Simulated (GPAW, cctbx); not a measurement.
# Mg3Sc3Ag2Au: deformation density and structure factors from DFT

Question: by how much does bonding change the X-ray structure factors of Mg3Sc3Ag2Au, and what does a routine refinement make of it?

The start was made by putting kin elements into a known structure type; the compound need not exist, or be stable, in this form. All numbers below are calculated.

### 1. Find the equilibrium geometry

The density hangs on the geometry, so cell and atoms are relaxed first, with the symmetry held. The cutoff is set higher than for the density because stress converges slowly with plane waves.

Settings: GPAW 26.7.0, PBE, 570 eV, 5×3×3 k-points (along the axes of the calculation cell), Fermi–Dirac width 0.1 eV, BFGS to 0.03 eV/Å.

```text
cell
1.0
     0.000000000    0.000000000    4.033000000
     7.247000000    0.000000000    0.000000000
    -3.623500000    6.276086101    0.000000000
Au Ag Sc Mg
1 2 3 3
Direct
0.500000000 0.000000000 0.000000000
0.000000000 0.333333333 0.666666667
0.000000000 0.666666667 0.333333333
0.500000000 0.000000000 0.586200000
0.500000000 0.586200000 0.000000000
0.500000000 0.413800000 0.413800000
0.000000000 0.000000000 0.240300000
0.000000000 0.240300000 0.000000000
0.000000000 0.759700000 0.759700000
```

```console
$ OMP_NUM_THREADS=1 mpirun -n 4 gpaw python run.py > gpaw.log
```

```text
BFGS:    0      -30.828837        0.582369
BFGS:    1      -30.846949        0.508765
BFGS:    2      -30.926241        0.182598
BFGS:    3      -30.930398        0.179096
...
BFGS:    6      -30.947779        0.094826
BFGS:    7      -30.949515        0.030287
BFGS:    8      -30.949664        0.018279
cell  4.0844 7.3045 7.3045  120.00 90.00 90.00
volume 188.730 A^3, largest force 0.012 eV/A, largest stress 0.14 GPa
```

After 8 steps the volume has changed by +2.9 % and the energy by -0.121 eV; the largest stress left is 0.14 GPa. It took 3.7 min on 4 cores of Arm Neoverse V2 (shared host), peak memory 1.3 GiB.

Relaxed structure: P-62m (no. 189), a = 7.3045 Å, b = 7.3045 Å, c = 4.0844 Å, α = 90.00°, β = 90.00°, γ = 120.00°.

```csv
atom,mult.,x,y,z
Au1,1,0,0,1/2
Ag1,2,1/3,2/3,0
Sc1,3,0,0.5959,1/2
Mg1,3,0,0.2520,0
```

### 2. The all-electron density

X-rays see the whole electron density, so the PAW density is rebuilt with its core regions. Subtracting spherical free atoms from the same code cancels the cores and leaves the deformation density Δρ, the part due to bonding.

Settings: PBE, 450 eV, 6×4×4 k-points (along the axes of the calculation cell), Fermi–Dirac width 0.1 eV; primitive cell of 9 atoms.

```console
$ OMP_NUM_THREADS=1 mpirun -n 4 gpaw python run.py > gpaw.log
```

```text
|iter:   1|       0s |  -33.765643 | +0.78 |       |
|iter:   2|       1s |  -32.809640 | -0.29 | -1.21 |
|iter:   3|       3s |  -30.833342 | +0.00 | -1.26 |
...
|iter:  14|      23s |  -30.680203c| -6.92 | -5.81c|
|iter:  15|      24s |  -30.680203c| -7.32 | -6.23c|
|iter:  16|      25s |  -30.680203c| -7.51c| -6.56c|
```

```text
grid (40, 72, 72)  electrons 272.000  moved by bonding 1.918 e
deformation density beyond 0.5 A of the nuclei: max 0.100, min -0.210 e/A^3
atom        x       y       z   Voronoi charge  moment
Au1    0.5000  0.0000  0.0000     -0.067       0.00
Ag2    0.0000  0.3333  0.6667     -0.084       0.00
Ag3    0.0000  0.6667  0.3333     -0.084       0.00
Sc4    0.5000  0.0000  0.5959      0.055       0.00
Sc5    0.5000  0.5959  0.0000      0.055       0.00
Sc6    0.5000  0.4041  0.4041      0.055       0.00
Mg7    0.0000  0.0000  0.2520      0.023       0.00
Mg8    0.0000  0.2520  0.0000      0.023       0.00
Mg9    0.0000  0.7480  0.7480      0.023       0.00
mean inner potential of superposed free atoms 17.520 V
total magnetic moment 0.000 muB
```

Deformation density in a plane through the shortest contact of the Au atom at the origin, in 0.01 e/Å³ (clipped at ±99); x from -1.6 to 4.3 Å, y from 2.4 down to -2.4 Å:

```text
  3  -1  -2   .   .  -3  -2  -1  -1  -2  -3  -1  -3  -3  -1   0
  2  -1  -3  -3  -2  -2   0   0   0  -1  -2  -2  -1   0   1   1
  2   1   0   1   2   2   2   2   1   0  -1  -1   0   1   2   2
  1   2   3   4   3   3   3   3   1   0  -1  -1   0   1   2   1
  1   3   2  -3  -9  -7   0   3   2  -1  -4  -4  -3   0   1   1
  2   3  -3 -13   . -11  -7   3   2  -2  -1   .  -1  -3  -1   0
  3   3  -8   .   .   . -10   3   2  -2   .   .   .  -4  -2  -1
  3   4  -3 -19   . -13  -4   3   2  -3  -1   .  -1  -3  -1   0
  2   5   5  -2  -8  -4   2   3   1  -1  -3  -2  -2  -1   0   1
  0   3   5   5   3   3   3   2   1   1   1   2   2   2   2   2
  1   0   2   3   3   2   1   1   1   3   3   3   2   2   3   2
  .  -1  -1   1   1   0   0   0   2   3   0  -8 -12  -7   1   3
  .  -2  -2   0   0   0   0   1   3   2 -10   .   . -15  -3   3
```

Atoms in or within 0.15 Å of the plane: Au (0.0, 0.0), Mg (2.8, 0.0) Å. Dots mark points within about 0.45 Å of a nucleus; large values next to them are atomic features.

Ag gains most (-0.08 e) and Sc loses most (+0.06 e), which isn't the order of electronegativity: valence and coordination count too, and Voronoi cells cut space at the midplane whatever the atoms' sizes. Along the shortest contact from the Au atom at the map's origin, Au–Mg at 2.75 Å, Δρ is +0.04 e/Å³ at the midpoint: little piles up between the atoms, as is usual in a metallic crystal, which this run finds. At the midpoints of other shortest contacts it is +0.03 (Ag–Mg, 2.78 Å), +0.05 (Au–Sc, 2.95 Å), +0.03 (Ag–Sc, 3.02 Å) and 0.00 (Mg–Mg, 3.19 Å) e/Å³. Point values carry grid noise of about 0.01 e/Å³. The run needed 16 iterations, 35 s.

### 3. Structure factors

The Fourier components of Δρ, added to those of the free atoms, give the static X-ray structure factors; the Mott–Bethe relation turns them into the Fourier components V of the potential that fast electrons feel.

```text
static structure factors of the conventional cell: F in electrons, V (Mott-Bethe) in volts
   h  k  l      d  |F| table  |F| free   |F| DFT   change   |V| free  |V| DFT  change %
   1  0  0  6.3259    29.775    29.724    29.669   -0.055     0.362    0.415     14.8
   0  0  1  4.0844    10.695    10.635    10.753    0.118     0.553    0.505     -8.6
   1  1  0  3.6522   125.258   125.086   124.931   -0.155     3.289    3.333      1.3
   1  0  1  3.4313    92.920    92.800    92.680   -0.120     2.255    2.290      1.5
   2  0  0  3.1629    48.808    48.767    48.680   -0.087     1.767    1.788      1.2
   1  1  1  2.7225    54.488    54.375    54.078   -0.297     3.542    3.598      1.6
   2  0  1  2.5008   140.129   139.952   139.260   -0.693     5.175    5.280      2.0
   2  1  0  2.3910    40.674    40.636    40.500   -0.135     2.091    2.112      1.0
   3  0  0  2.1086   165.652   165.419   164.676   -0.743     5.540    5.620      1.4
   2  1  1  2.0634   104.236   104.108   103.606   -0.502     2.980    3.031      1.7
   0  0  2  2.0422   200.650   200.349   199.668   -0.681     7.257    7.326      1.0
   1  0  2  1.9434    26.902    26.892    26.822   -0.070     0.294    0.300      2.2
   3  0  1  1.8737     4.510     4.565     4.711    0.145     0.138    0.150      9.0
   2  2  0  1.8261   121.832   121.702   121.251   -0.451     3.292    3.328      1.1
```

The largest X-ray change is -0.74 e on 300, 0.4 % of |F|. For electrons V goes as (Z − F)/g², so a change of F counts against Z − F, which is small at low angle and wherever the atoms' terms cancel: |V| of 100 moves by +14.8 % (0.36 to 0.41 V) against -0.2 % in |F|. The last three rows still change by up to 0.45 e; the table stops while the angles are still low. The tabulated Hartree–Fock atoms differ from the free DFT atoms by up to 0.30 e, so the choice of reference atom matters too.

### 4. Refining ordinary atoms against data with bonding

Routine crystallography fits spherical atoms. To see the bias, intensities are simulated from tabulated atoms plus the DFT change ΔF, so that bonding alone can misfit (8694 reflections of the full sphere, merged to the counts below, to 0.45 Å, 1 % proportional noise plus counting noise, assumed isotropic U as listed, Δρ smeared by the mean U) and refined with cctbx over different ranges.

```csv
range,data,R1,GooF,U Au1 (true 0.0028),U Ag1 (true 0.0035),U Sc1 (true 0.0046),U Mg1 (true 0.0055),largest shift (Å),"Δρ max, min (e/Å³)"
all data,850,0.0036,0.93,0.0028,0.0035,0.0046,0.0054,0.0003,"0.39, -0.31"
"low resolution, d > 0.84",143,0.0030,1.06,0.0027,0.0034,0.0046,0.0053,0.0011,"0.14, -0.10"
"high order, d < 0.75",647,0.0038,0.90,0.0028,0.0035,0.0046,0.0054,0.0002,"0.21, -0.17"
"occupancies free, d > 0.7",245,0.0030,0.99,0.0028,0.0034,0.0046,0.0055,0.0005,"0.22, -0.14"
```

With all data GooF is 0.93, so at this noise the bonding hardly shows; the top residual peak lies 1.84 Å from Mg and 1.84 Å from Mg. No U is off by more than 3 s.u. at low resolution. With Au1 held at 1 and the scale free, the other occupancies refine to Ag1 0.999(0.001), Sc1 1.000(0.002) and Mg1 1.002(0.003), within three s.u. of full.

### 5. Answer

Bonding moves 1.92 e in the primitive cell of Mg3Sc3Ag2Au and changes the structure factors of the conventional cell in the table above by at most 0.74 e (300, 0.4 %), and among reflections above 2 % of the strongest by up to 3.2 % (301). The shortest bond, Au–Mg, has Δρ = +0.04 e/Å³ at its midpoint, with no localised bond charge. With all data GooF is 0.93, so at this noise the bonding hardly shows. Limits: static density, frozen cores, no spin–orbit coupling.

[Outputs are excerpts: Python notices, other lines and further rows are left out; steps that failed or that the build refused (PBEsol, TPSS) are not shown.]

[Logs are printed without paths, hosts, clocks, repeated set-up lines and the standing remarks that a program may print on its own settings, such as how far it seeks lower states.]
